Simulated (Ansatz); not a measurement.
# Sc2Ni2I: relaxing a made-up structure, part 2 of 2

Starting from a made-up structure for Sc2Ni2I, the aim is the relaxed cell, its shortest contacts and, where a second run follows, its electronic structure.

Ansatz 0.2.0; DFT, PBEsol, plane-wave PAW, files of the set soft_1, scalar-relativistic, ferromagnetic start, cell and ions relaxed at zero pressure; PAW set soft_1 (the session's first sound run).

So far: Set-up; Relaxation of the guess. The relaxed cell has a = 3.849, c = 7.667 Å (conventional setting).

### 3. Electronic structure of the relaxed cell

A second self-consistent run takes a narrower smearing and the mesh shown in its input; the bands follow along the standard path of the relaxed lattice.

This step: DFT, PBEsol, plane-wave PAW, files of the set soft_1, scalar-relativistic, no spin, bands and density of states at the relaxed cell; PAW set soft_1 (Ansatz 0.2.0).

input.yaml reads:

```yaml
crystal:
  lattice:
    - [3.8492523488, 0.0, 0.0]
    - [-1.9246261744, 3.3335503196, 0.0]
    - [0.0, 0.0, 7.6665918819]
  atoms:
    - { symbol: I, position: [0.6666666667, 0.3333333333, 0.5] }
    - { symbol: Ni, position: [0.6666666667, 0.3333333333, 0.0] }
    - { symbol: Ni, position: [0.3333333333, 0.6666666667, 0.0] }
    - { symbol: Sc, position: [0.0, 0.0, 0.793030724] }
    - { symbol: Sc, position: [0.0, 0.0, 0.206969276] }
kpoints:
  mp_grid: { grid: [10, 10, 4] }
  band_path:
    path:
      - [[0.0, 0.0, 0.0], [0.5, 0.0, 0.0], [0.33333333, 0.33333333, 0.0], [0.0, 0.0, 0.0], [0.0, 0.0, 0.5], [0.5, 0.0, 0.5], [0.33333333, 0.33333333, 0.5], [0.0, 0.0, 0.5]]
      - [[0.5, 0.0, 0.5], [0.5, 0.0, 0.0]]
      - [[0.33333333, 0.33333333, 0.0], [0.33333333, 0.33333333, 0.5]]
    npoints: 8
scf:
  occupations: { method: fermi_dirac, width: 0.03 }
  n_extra_bands: 9
hamiltonian:
  xc: pbesol
  pseudopotentials: { kind: paw, azcp: { folder: soft_1 }, xc_functional: pbe }
output:
  forces: true
  stress: true
  write_bands: true
  dos: { projected: true }
  write_density: true
  write_potential: true
  elf: true
  volumetric_format: npy
```

Started as:

```bash
$ ansatz run input.yaml --threads 4 --pin off --max-ram 8192MiB --backend cpu --events-out ev --progress --plain --runs-dir out
```

Numbers of over 12 decimals in the logs are rounded to 6 here.

The log of the run:

```text
[...]
Crystal: 5 atoms, lattice volume = 98.375 Å³
Basis set: ecut = 420 eV, 1921 PW (Γ), exchange–correlation on 54×54×108 points (8 copies of the dense FFT grid, shifted against one another)
Bands: 47, of which v1, the nominal top of the filled ones, is band 38 counted from 1 (37 counted from 0)
Symmetry: 12 space group operations
[...]
k-points: 42 of 400 (time reversal used)
[...]
SCF iter   1: F=—  HF=-23303.300821 eV  |F-HF|=—  |Δ(HF+E_count)|=         —  Δρ=2.71e-1  dr2=3.39e2  ethr=3.10e-3  ⟨swp⟩=6.2  Hψ=7435  notcnv=0
[...]
SCF iter  14: F=-23267.945459 eV  HF=-23267.945459 eV  |F-HF|=3.42e-8  |Δ(HF+E_count)|=   5.19e-8  Δρ=6.25e-6  dr2=6.06e-8  ethr=1.33e-10  ⟨swp⟩=19.5  Hψ=17087  notcnv=0
SCF 1 converged in 14 iterations: F = -23267.945459 eV  dr2 = 6.06e-8
[...]
NSCF: frozen V_eff on 75 k-points
SCF converged after 14 iterations
Free energy (F): -23267.945459 eV
[...]
Internal energy: -23267.928111 eV  (E = F + TS)
E sigma→0 (E₀):  -23267.936785 eV
Entropy (-TS):   -0.017348 eV (-3.470 meV/atom)
Fermi energy:    12.413271 eV
[...]
--- Forces (eV/Å), atoms counted from 1 ---
  atom   1  I      0.00000000    -0.00000000    -0.00000000
  atom   2  Ni     0.00000000    -0.00000000    -0.00000000
  atom   3  Ni    -0.00000000     0.00000000    -0.00000000
  atom   4  Sc     0.00000000    -0.00000000    -0.02095371
  atom   5  Sc     0.00000000    -0.00000000     0.02095371
  max |Σ_I F_I| component: 5.78e-18 eV/Å
--- Stress (GPa, compression-positive) ---
       -0.045465       0.000000      -0.000000
        0.000000      -0.045465       0.000000
       -0.000000       0.000000       0.082126
  P = ⅓ Tr σ = -0.0029 GPa (-0.029 kbar)
--- Band table (eV; the first three rows and the last of 42) ---
  k-point 0: bands = [... 34 lower, 11.1478, 11.2766, 11.4396, 13.0471, 13.3200, 13.3200, 14.1736, 14.1736, ... 5 higher]
  k-point 1: bands = [... 34 lower, 11.1515, 11.1515, 11.2929, 13.1660, 13.1660, 13.2250, 14.2012, 14.2012, ... 5 higher]
  k-point 2: bands = [... 34 lower, 11.1558, 11.1558, 11.2940, 13.0373, 13.0373, 13.4644, 14.0561, 14.2890, ... 5 higher]
  k-point 41: bands = [... 34 lower, 10.9887, 11.6431, 11.6623, 12.2996, 12.8503, 12.9748, 13.0367, 14.3311, ... 5 higher]
```

Elapsed: 20 s, on 4 threads of Arm Neoverse V1, shared host; peak memory 0.6 GiB; 67 s of CPU time.

Numbers from this step:

| Quantity | Value |
| --- | --- |
| free energy | -23267.9455 eV |
| energy at zero smearing | -23267.9368 eV |
| smearing term TS | 0.01735 eV |
| Fermi energy | 12.41 eV |
| pressure | -0.002935 GPa |

From bands.tsv, the bands that come nearest the Fermi level along the path, at its corners, in eV from the Fermi level:

| point | band 35 | band 36 | band 37 | band 38 | band 39 | band 40 | band 41 | band 42 |
| --- | --- | --- | --- | --- | --- | --- | --- | --- |
| Γ | -1.27 | -1.14 | -0.97 | 0.63 | 0.91 | 0.91 | 1.76 | 1.76 |
| M | -0.99 | -0.87 | -0.24 | -0.21 | 0.34 | 0.59 | 1.64 | 1.79 |
| K | -1.34 | -0.75 | -0.68 | -0.19 | -0.12 | 1.18 | 1.40 | 1.68 |
| Γ | -1.27 | -1.14 | -0.97 | 0.63 | 0.91 | 0.91 | 1.76 | 1.76 |
| A | -1.26 | -1.26 | -1.12 | 0.62 | 0.62 | 1.05 | 1.64 | 1.88 |
| L | -0.98 | -0.87 | -0.20 | -0.14 | 0.10 | 1.15 | 1.20 | 1.62 |
| H | -1.28 | -1.06 | -0.75 | -0.12 | 0.44 | 0.57 | 0.57 | 1.93 |
| A | -1.26 | -1.26 | -1.12 | 0.62 | 0.62 | 1.05 | 1.64 | 1.88 |
| L | -0.98 | -0.87 | -0.20 | -0.14 | 0.10 | 1.15 | 1.20 | 1.62 |
| M | -0.99 | -0.87 | -0.24 | -0.21 | 0.34 | 0.59 | 1.64 | 1.79 |
| K | -1.34 | -0.75 | -0.68 | -0.19 | -0.12 | 1.18 | 1.40 | 1.68 |
| H | -1.28 | -1.06 | -0.75 | -0.12 | 0.44 | 0.57 | 0.57 | 1.93 |

States per cell as run, both spins, in windows of 1 eV, from dos.tsv (zero at the Fermi level):

```
from  to  total
  -8  -7   0.05
  -7  -6   1.86
  -6  -5   2.22
  -5  -4   2.54
  -4  -3   5.88
  -3  -2   8.32
  -2  -1   6.18
  -1   0   3.98
   0   1   4.77
   1   2   6.45
```

Below -8 eV lie 44.0 more states.

Valence density in the ac plane at fractional y = 0.333, with atoms of I and Ni within 0.2 Å of it. It is the smooth field of the valence electrons, not physical close to the nuclei.

Values in e/Å³, 24 rows by 14 columns, each cell a mean:
```
 0  0  0  0  0  0  1  3 13 28 20  6  1  0
 0  0  0  0  0  0  0  1  3  6  4  2  1  0
 0  0  0  0  0  0  0  0  1  1  1  0  0  0
 0  0  0  0  0  0  0  0  0  0  0  0  0  0
 0  0  0  0  0  0  0  0  0  0  0  0  0  0
 0  0  0  0  0  0  0  0  0  0  0  0  0  0
 0  0  0  0  0  0  0  0  0  0  0  0  0  0
 0  0  0  0  0  0  0  0  0  0  0  0  0  0
 0  0  0  0  0  0  0  0  1  1  1  0  0  0
 0  0  0  0  0  0  0  1  2  3  2  1  1  0
 0  0  0  0  0  0  1  3  7  9  8  4  1  1
 0  0  0  0  0  0  1  5 10 13 12  7  2  1
 0  0  0  0  0  0  1  4  9 12 10  6  1  1
 0  0  0  0  0  0  1  1  3  5  4  2  1  0
 0  0  0  0  0  0  0  1  1  1  1  1  0  0
 0  0  0  0  0  0  0  0  0  0  0  0  0  0
 0  0  0  0  0  0  0  0  0  0  0  0  0  0
 0  0  0  0  0  0  0  0  0  0  0  0  0  0
 0  0  0  0  0  0  0  0  0  0  0  0  0  0
 0  0  0  0  0  0  0  0  0  0  0  0  0  0
 0  0  0  0  0  0  0  0  0  0  0  0  0  0
 0  0  0  0  0  0  0  1  1  2  2  1  0  0
 0  0  0  0  0  0  1  2  9 18 13  4  1  0
 0  0  0  0  0  0  1  5 21 47 33  9  1  0
```
Columns run along a (3.8 Å), rows up along c (7.7 Å). Atoms in or near the plane, at fractional coordinates: I at (0.67, 0.50), Ni at (0.67, 0.00).

Electrostatic potential energy in the ac plane at fractional y = 0.333, with atoms of I and Ni within 0.2 Å of it. With pseudopotentials it is smooth inside the atoms' cores, unlike the true potential.

Ten even steps from '0' (-26 eV) to '9' (15 eV), each cell a mean:
```
99999963687458
99999985444479
99899998766899
88888999999999
88788999999999
88888999999999
88888999999999
99999999988999
99999987545689
99999862000158
99999730143016
89999710597205
89999720375115
99999850000037
99999985322578
99999998878899
98889999999999
88888999999999
88788999999999
88888999999999
98889999888999
99999986434589
99999973576458
99999863899548
```
Columns run along a (3.8 Å; values clipped at the 3rd and 97th percentile), rows up along c (7.7 Å). Atoms in or near the plane, at fractional coordinates: I at (0.67, 0.50), Ni at (0.67, 0.00).

ELF in the ac plane at fractional y = 0.333, with atoms of I and Ni within 0.2 Å of it. It is the smooth field of the valence electrons, not physical close to the nuclei.

Ten even steps from '0' (0.05) to '9' (0.96), each cell a mean:
```
32223212687312
32223321233112
22112321111123
11001223222222
00000012222221
00000001111100
00000012222210
00000235555542
31002567666676
52014776444567
63015764222357
63015763243256
63015763222357
52014775333467
41003676655676
10001356666654
00000012333321
00000001111100
00000011222210
10000123222221
21111232111222
32223321121112
32223212465212
32222213799411
```
Columns run along a (3.8 Å), rows up along c (7.7 Å). Atoms in or near the plane, at fractional coordinates: I at (0.67, 0.50), Ni at (0.67, 0.00).

### 4. What came out

| Item | Value |
| --- | --- |
| space group, relaxed | P-6m2 |
| conventional cell | a = 3.849, b = 3.849, c = 7.667 Å; α = 90.0°, β = 90.0°, γ = 120.0° |
| volume per atom | 19.68 Å³ (guess 21.09) |
| total moment | 0.00 μB in the cell of 5 atoms |

In words: Sc2Ni2I relaxes to P-6m2 with a = 3.849, b = 3.849 and c = 7.667 Å. The guessed volume was 7 % too large. The space group P-6m2 was held in the relaxation, so the end point is a stationary structure within it and may be a saddle against distortions or other arrangements. The moments died out from this one start and weren't seeded again at the relaxed cell. Bands cross the Fermi level, so it is a metal or semimetal at this level. The electron count is odd, which forces that without spin polarisation or a larger cell. On the 10×10×4 mesh with the narrower smearing (relaxed on 8×8×4) the largest force component is 0.021 eV/Å and the largest stress component is 0.082 GPa, against the relaxation's thresholds of 0.015 eV/Å and 0.05 GPa. The cutoff wasn't tested. Spin-orbit coupling is left out, which can matter for elements this heavy. No dispersion term is used, so weakly bound directions may come out too long. Nothing here tests whether the compound is stable against decomposition.

[Logs are printed without paths, hosts, clocks, repeated set-up lines and the standing remarks that a program may print on its own settings, such as how far it seeks lower states.]

[Hosts, paths, dates, database ids (printed as entryN), source tags and the programs' standing remarks are cut or masked in the printed files.]
